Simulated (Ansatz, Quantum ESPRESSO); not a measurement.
# Mo2COS MXene, 1 layer: biaxial strain by an ASE script, part 2 of 2

How do the band edges of Mo2COS MXene, 1 layer move against the vacuum when the sheet is stretched?

Quantum ESPRESSO 7.5; plane-wave DFT, PBE, GBRV ultrasoft pseudopotentials; geometry by Ansatz 0.2.0 with PAW datasets.

So far: Starting point; Relaxation with Ansatz.

## 3. The script

Under ESM bc1 levels count from the vacuum, or from the mean of the two vacuum levels where the sheet has a dipole, so band edges at unlike strains can be compared.

Level of this step: plane-wave DFT, PBE, GBRV ultrasoft pseudopotentials (Quantum ESPRESSO 7.5).

run.py reads:

```python
import json
import numpy as np
from ase import Atoms
from ase.calculators.espresso import Espresso, EspressoProfile

profile = EspressoProfile(command='mpirun -n 2 pw.x -nk 2', pseudo_dir='../pseudo')
pseudopotentials = {'C': 'c_pbe_v1.2.uspp.F.UPF', 'Mo': 'mo_pbe_v1.uspp.F.UPF', 'O': 'o_pbe_v1.2.uspp.F.UPF', 'S': 's_pbe_v1.4.uspp.F.UPF'}
system = {'ecutwfc': 40, 'ecutrho': 200, 'occupations': 'smearing', 'smearing': 'fd', 'degauss': 0.002}


def calculator(name, kpts, **extra):
    data = dict(control=dict(tprnfor=True, verbosity='high', disk_io='none'),
                system=system | extra,
                electrons=dict(conv_thr=1e-09, mixing_beta=0.4, mixing_mode='plain',
                               electron_maxstep=100))
    return Espresso(profile=profile, directory=name, pseudopotentials=pseudopotentials, kpts=kpts, input_data=data)


def centre(atoms):
    z = atoms.positions[:, 2]
    atoms.positions[:, 2] -= (z.max() + z.min()) / 2  # ESM wants the slab about z = 0
    return atoms

sheet = Atoms(
    ['S', 'Mo', 'C', 'Mo', 'O'],
    scaled_positions=[
        [0.3333333333, 0.6666666667, 0.3781939999],
        [0.6666666667, 0.3333333333, 0.4605348349],
        [0.0000000000, 0.0000000000, 0.5153505176],
        [0.3333333333, 0.6666666667, 0.5695854587],
        [0.6666666667, 0.3333333333, 0.6234028823]],
    cell=[
        [3.164000459499, 0.000000000000, 0.000000000000],
        [-1.582000229749, 2.740104775512, 0.000000000000],
        [0.000000000000, 0.000000000000, 20.151357942800]],
    pbc=True)

rows = []
for strain in [-0.03, -0.015, 0.0, 0.015, 0.03]:
    atoms = sheet.copy()
    atoms.set_cell(sheet.cell.array * [[1 + strain], [1 + strain], [1]], scale_atoms=True)
    atoms = centre(atoms)
    atoms.calc = calculator(f's{strain:+.3f}', (12, 12, 1), assume_isolated='esm', esm_bc='bc1', nbnd=26)
    energy = atoms.get_potential_energy()
    levels = np.array([atoms.calc.get_eigenvalues(kpt=i) for i in range(len(atoms.calc.get_ibz_k_points()))])
    top, bottom = levels[:, 21].max(), levels[:, 22].min()
    direct = (levels[:, 22] - levels[:, 21]).min()
    rows.append([strain, energy, top, bottom, direct])
    print(f'strain {strain:+.3f}: E = {energy:.5f} eV, valence top {top:.3f}, conduction bottom {bottom:.3f}, '
          f'gap {bottom - top:.3f}, least direct gap {direct:.3f} eV')

x, energy, top, bottom, direct = np.array(rows).T
area = np.linalg.norm(np.cross(*sheet.cell[:2]))
stiffness = np.polyfit(x, energy, 2)[0] / area * 16.0218  # C11 + C12, heights clamped
print(f'valence and conduction edges move by {np.polyfit(x, top, 1)[0]:.2f} and {np.polyfit(x, bottom, 1)[0]:.2f} eV per unit biaxial strain')
print(f'C11 + C12 with clamped heights: {stiffness:.1f} N/m')
json.dump(dict(rows=rows, stiffness=stiffness), open('result.json', 'w'))
```

On the command line:

```console
$ OMP_NUM_THREADS=1 python run.py
```

Log:

```text
strain -0.030: E = -4716.18089 eV, valence top -5.255, conduction bottom -6.400, gap -1.145, least direct gap 0.000 eV
strain -0.015: E = -4716.33712 eV, valence top -5.412, conduction bottom -6.479, gap -1.067, least direct gap 0.000 eV
strain +0.000: E = -4716.38344 eV, valence top -5.565, conduction bottom -6.547, gap -0.982, least direct gap 0.007 eV
strain +0.015: E = -4716.33224 eV, valence top -5.692, conduction bottom -6.493, gap -0.801, least direct gap 0.126 eV
strain +0.030: E = -4716.19563 eV, valence top -5.817, conduction bottom -6.454, gap -0.637, least direct gap 0.195 eV
valence and conduction edges move by -9.37 and -0.81 eV per unit biaxial strain
C11 + C12 with clamped heights: 400.8 N/m
```

Run time: 7 min. Hardware: 2 MPI ranks of Arm Neoverse V2, shared host; peak memory 0.42 GiB; 14 min of CPU time.

The input that ASE wrote for the first run, and its log:

```
&CONTROL
   verbosity        = 'high'
   tprnfor          = .true.
   disk_io          = 'none'
   pseudo_dir       = '../pseudo'
/
&SYSTEM
   nbnd             = 26
   ecutwfc          = 40
   ecutrho          = 200
   occupations      = 'smearing'
   degauss          = 0.002
   smearing         = 'fd'
   assume_isolated  = 'esm'
   esm_bc           = 'bc1'
   ntyp             = 4
   nat              = 5
   ibrav            = 0
/
&ELECTRONS
   electron_maxstep = 100
   conv_thr         = 1e-09
   mixing_mode      = 'plain'
   mixing_beta      = 0.4
/
&IONS
/
&CELL
/
&FCP
/
&RISM
/
ATOMIC_SPECIES
S 32.06 s_pbe_v1.4.uspp.F.UPF
Mo 95.95 mo_pbe_v1.uspp.F.UPF
C 12.011 c_pbe_v1.2.uspp.F.UPF
O 15.999 o_pbe_v1.2.uspp.F.UPF

K_POINTS automatic
12 12 1  0 0 0

CELL_PARAMETERS angstrom
3.06908044571403 0.00000000000000 0.00000000000000
-1.53454022285653 2.65790163224664 0.00000000000000
0.00000000000000 0.00000000000000 20.15135794280000

ATOMIC_POSITIONS angstrom
S -0.0000000002 1.7719344216 -2.4706459800  
Mo 1.5345402230 0.8859672107 -0.8113663406  
C 0.0000000000 0.0000000000 0.2932441024  
Mo -0.0000000002 1.7719344216 1.3861518135  
O 1.5345402230 0.8859672107 2.4706459800
```

```text
Program PWSCF v.7.5 starts
[citation notice left out]

     Parallel version (MPI & OpenMP), running on       2 processor cores
     Number of MPI processes:                 2
     Threads/MPI process:                     1

     MPI processes distributed on     1 nodes
[... 1 line left out ...]

Warning: card &CELL ignored
Warning: card &FCP ignored
Warning: card &RISM ignored

     Current dimensions of program PWSCF are:
     Max number of different atomic species (ntypx) = 10
     Max number of k-points (npk) =  40000
     Max angular momentum in pseudopotentials (lmaxx) =  4
     Message from routine setup:
     using ibrav=0 with symmetry is DISCOURAGED, use correct ibrav instead

     K-points division:     npool     =       2
     Subspace diagonalization in iterative solution of the eigenvalue problem:
     a serial algorithm will be used

     G-vector sticks info
     --------------------
     sticks:   dense  smooth     PW     G-vecs:    dense   smooth      PW
     Sum         463     367    121                52869    37923    6625

     Using Slab Decomposition

     bravais-lattice index     =            0
     lattice parameter (alat)  =       5.7997  a.u.
     unit-cell volume          =    1109.2977 (a.u.)^3
     number of atoms/cell      =            5
     number of atomic types    =            4
     number of electrons       =        44.00
     number of Kohn-Sham states=           26
     kinetic-energy cutoff     =      40.0000  Ry
     charge density cutoff     =     200.0000  Ry
     scf convergence threshold =      1.0E-09
     mixing beta               =       0.4000
     number of iterations used =            8  plain     mixing
     Exchange-correlation= SLA  PW   PBE  PBE
                           (   1   4   3   4   0   0   0)

     Effective Screening Medium Method
     =================================
     Boundary Conditions: Vacuum-Slab-Vacuum
     total charge in unit cell        =   0.0000
     grid points for fit at edges     =        4

[... 10 lines left out ...]
     PseudoPot. # 1 for S  read from file:
     ../pseudo/s_pbe_v1.4.uspp.F.UPF
     Pseudo is Ultrasoft + core correction, Zval =  6.0
     Generated by new atomic code, or converted to UPF format
     Using radial grid of  907 points,  6 beta functions with:
                l(1) =   0
                l(2) =   0
                l(3) =   1
                l(4) =   1
                l(5) =   2
                l(6) =   2
     Q(r) pseudized with  8 coefficients,  rinner =    1.300   1.300   1.300
                                                       1.300   1.300

     PseudoPot. # 2 for Mo read from file:
     ../pseudo/mo_pbe_v1.uspp.F.UPF
     Pseudo is Ultrasoft + core correction, Zval = 14.0
     Generated by new atomic code, or converted to UPF format
     Using radial grid of  889 points,  6 beta functions with:
                l(1) =   0
                l(2) =   0
[... 790 lines left out ...]

     negative rho (up, down):  3.567E-03 0.000E+00

     Forces acting on atoms (cartesian axes, Ry/au):

     atom    1 type  1   force =     0.00000000    0.00000000   -0.02763252
     atom    2 type  2   force =     0.00000000   -0.00000000   -0.01464250
     atom    3 type  3   force =     0.00000000    0.00000000    0.00132276
     atom    4 type  2   force =     0.00000000    0.00000000    0.00944680
     atom    5 type  4   force =     0.00000000    0.00000000    0.03150756
     The non-local contrib.  to forces
     atom    1 type  1   force =     0.00000000    0.00000000    0.23281670
     atom    2 type  2   force =     0.00000000    0.00000000   -0.02797753
     atom    3 type  3   force =     0.00000000    0.00000000   -0.07500385
     atom    4 type  2   force =     0.00000000    0.00000000   -0.08762286
     atom    5 type  4   force =     0.00000000    0.00000000   -1.03412114
     The ionic contribution  to forces
     atom    1 type  1   force =     0.00000000   -0.00000000  -96.37929919
     atom    2 type  2   force =    -0.00000000    0.00000000 -105.18191294
     atom    3 type  3   force =    -0.00000000    0.00000000    0.22899873
     atom    4 type  2   force =     0.00000000   -0.00000000  109.65260783
     atom    5 type  4   force =    -0.00000000    0.00000000   91.67960557
     The local contribution  to forces
     atom    1 type  1   force =     0.00000000   -0.00000000   96.13056407
     atom    2 type  2   force =    -0.00000002    0.00000001  105.19464554
     atom    3 type  3   force =    -0.00000000    0.00000000   -0.15352413
     atom    4 type  2   force =     0.00000003   -0.00000001 -109.56111010
     atom    5 type  4   force =    -0.00000001    0.00000000  -90.61931104
     The core correction contribution to forces
     atom    1 type  1   force =    -0.00000000    0.00000000   -0.01162634
     atom    2 type  2   force =     0.00000000   -0.00000000    0.00073904
     atom    3 type  3   force =    -0.00000000    0.00000000    0.00085298
     atom    4 type  2   force =    -0.00000000    0.00000000    0.00559140
     atom    5 type  4   force =    -0.00000000    0.00000000    0.00535141
     The Hubbard contrib.    to forces
     atom    1 type  1   force =     0.00000000    0.00000000    0.00000000
     atom    2 type  2   force =     0.00000000    0.00000000    0.00000000
     atom    3 type  3   force =     0.00000000    0.00000000    0.00000000
     atom    4 type  2   force =     0.00000000    0.00000000    0.00000000
     atom    5 type  4   force =     0.00000000    0.00000000    0.00000000
     The SCF correction term to forces
     atom    1 type  1   force =     0.00000000    0.00000000   -0.00008776
     atom    2 type  2   force =    -0.00000000   -0.00000000   -0.00013660
     atom    3 type  3   force =     0.00000000    0.00000000   -0.00000097
     atom    4 type  2   force =     0.00000000   -0.00000000   -0.00001947
     atom    5 type  4   force =    -0.00000000   -0.00000000   -0.00001724

     Total force =     0.045406     Total SCF correction =     0.000164
     Message from routine punch:
     Nothing written, as per user request (disk_io='none')

[... 1 line left out ...]

[... 1 line left out ...]

[... 1 line left out ...]

[... 3 lines left out ...]

[... 1 line left out ...]

[... 2 lines left out ...]

[... 1 line left out ...]

[... 1 line left out ...]

=------------------------------------------------------------------------------=
   JOB DONE.
=------------------------------------------------------------------------------=
```

This step gave:

| Property | Result |
| --- | --- |
| biaxial stiffness | 400.8 N/m |

The band edge from the vacuum level by biaxial strain:

| biaxial strain (%) | valence top (eV) | conduction bottom (eV) |
| --- | --- | --- |
| -3.00 | -5.25 | -6.40 |
| -1.50 | -5.41 | -6.48 |
| 0.00 | -5.56 | -6.55 |
| 1.50 | -5.69 | -6.49 |
| 3.00 | -5.82 | -6.45 |

The gap by biaxial strain:

| biaxial strain (%) | on the mesh (eV) | least direct (eV) |
| --- | --- | --- |
| -3.00 | -1.15 | 0 |
| -1.50 | -1.07 | 0 |
| 0.00 | -0.982 | 0.0072 |
| 1.50 | -0.801 | 0.126 |
| 3.00 | -0.637 | 0.195 |

Energy over the lowest against biaxial strain:

| biaxial strain (%) | energy over the lowest (meV) |
| --- | --- |
| -3.00 | 203 |
| -1.50 | 46.3 |
| 0.00 | 0 |
| 1.50 | 51.2 |
| 3.00 | 188 |

## 4. Running the series: vdW-DF-cx, GBRV ultrasoft

Level of this step: plane-wave DFT, vdW-DF-cx, GBRV ultrasoft pseudopotentials made under PBE (Quantum ESPRESSO 7.5). input_dft overrides the functional of the files.

run.py is the input of step 3 with these lines changed:

```diff
@@ -7,3 +7,3 @@
 pseudopotentials = {'C': 'c_pbe_v1.2.uspp.F.UPF', 'Mo': 'mo_pbe_v1.uspp.F.UPF', 'O': 'o_pbe_v1.2.uspp.F.UPF', 'S': 's_pbe_v1.4.uspp.F.UPF'}
-system = {'ecutwfc': 40, 'ecutrho': 200, 'occupations': 'smearing', 'smearing': 'fd', 'degauss': 0.002}
+system = {'ecutwfc': 40, 'ecutrho': 200, 'input_dft': 'vdw-df-cx', 'occupations': 'smearing', 'smearing': 'fd', 'degauss': 0.002}
```

On the command line:

```console
$ OMP_NUM_THREADS=1 python run.py
```

Log:

```text
strain -0.030: E = -4714.88672 eV, valence top -5.390, conduction bottom -6.521, gap -1.131, least direct gap 0.000 eV
strain -0.015: E = -4714.98449 eV, valence top -5.549, conduction bottom -6.598, gap -1.049, least direct gap 0.000 eV
strain +0.000: E = -4714.97415 eV, valence top -5.698, conduction bottom -6.670, gap -0.972, least direct gap 0.000 eV
strain +0.015: E = -4714.86746 eV, valence top -5.822, conduction bottom -6.622, gap -0.800, least direct gap 0.110 eV
strain +0.030: E = -4714.67694 eV, valence top -5.948, conduction bottom -6.583, gap -0.635, least direct gap 0.195 eV
valence and conduction edges move by -9.26 and -0.98 eV per unit biaxial strain
C11 + C12 with clamped heights: 394.8 N/m
```

Run time: 9.8 min. Hardware: 2 MPI ranks; peak memory 0.45 GiB; 19 min of CPU time.

Numbers from this step:

| Item | Value |
| --- | --- |
| biaxial stiffness | 394.8 N/m |

Table of band edge from the vacuum level by biaxial strain:

| biaxial strain (%) | valence top (eV) | conduction bottom (eV) |
| --- | --- | --- |
| -3.00 | -5.39 | -6.52 |
| -1.50 | -5.55 | -6.60 |
| 0.00 | -5.70 | -6.67 |
| 1.50 | -5.82 | -6.62 |
| 3.00 | -5.95 | -6.58 |

Gap against biaxial strain:

| biaxial strain (%) | on the mesh (eV) | least direct (eV) |
| --- | --- | --- |
| -3.00 | -1.13 | 0 |
| -1.50 | -1.05 | 0 |
| 0.00 | -0.972 | 0 |
| 1.50 | -0.800 | 0.110 |
| 3.00 | -0.635 | 0.195 |

Table of energy over the lowest by biaxial strain:

| biaxial strain (%) | energy over the lowest (meV) |
| --- | --- |
| -3.00 | 97.8 |
| -1.50 | 0 |
| 0.00 | 10.3 |
| 1.50 | 117 |
| 3.00 | 308 |

## 5. By hand

Under equal strain ε in the plane, E = A (C11 + C12) ε². From the points at ±1.5 %: d²E/dε² = (46.31 + 51.20 − 2 × 0.00) meV / 0.015² = 433 eV, and 433/(2 × 8.670 Å²) × 16.02 = 400 N/m.

## 6. Results

| Property | Result |
| --- | --- |
| C11 + C12, heights clamped, PBE, GBRV ultrasoft | 401 N/m |
| C11 + C12, heights clamped, vdW-DF-cx, GBRV ultrasoft (made under PBE) | 395 N/m |

In words: The sheet's biaxial stiffness comes to 401 N/m (PBE, GBRV ultrasoft). The bands overlap at every strain: the sheet is a metal, and edges by band count are no gaps. Heights are clamped under strain, which makes a sheet with several atomic planes too stiff. Zero strain is the PBE cell; under vdW-DF-cx the energy is lowest near -0.8 %, so its stiffness is taken away from its own minimum. Semilocal gaps are too small. The sheet carries a dipole, so the two faces have unlike vacuum levels and the zero lies between them. Spin-orbit coupling is left out; depending on the atoms that carry the levels of interest, it can split and shift them by tens to hundreds of meV.

[Logs are printed without paths, hosts, clocks, repeated set-up lines and the standing remarks that a program may print on its own settings, such as how far it seeks lower states.]

[Hosts, paths, dates, database ids (printed as entryN), source tags and the programs' standing remarks are cut or masked in the printed files.]

[Maps of the electrostatic potential energy from Ansatz leave out the sawtooth potential of an applied field or a dipole correction, so their vacuum need not be flat; planar profiles and work functions include it.]
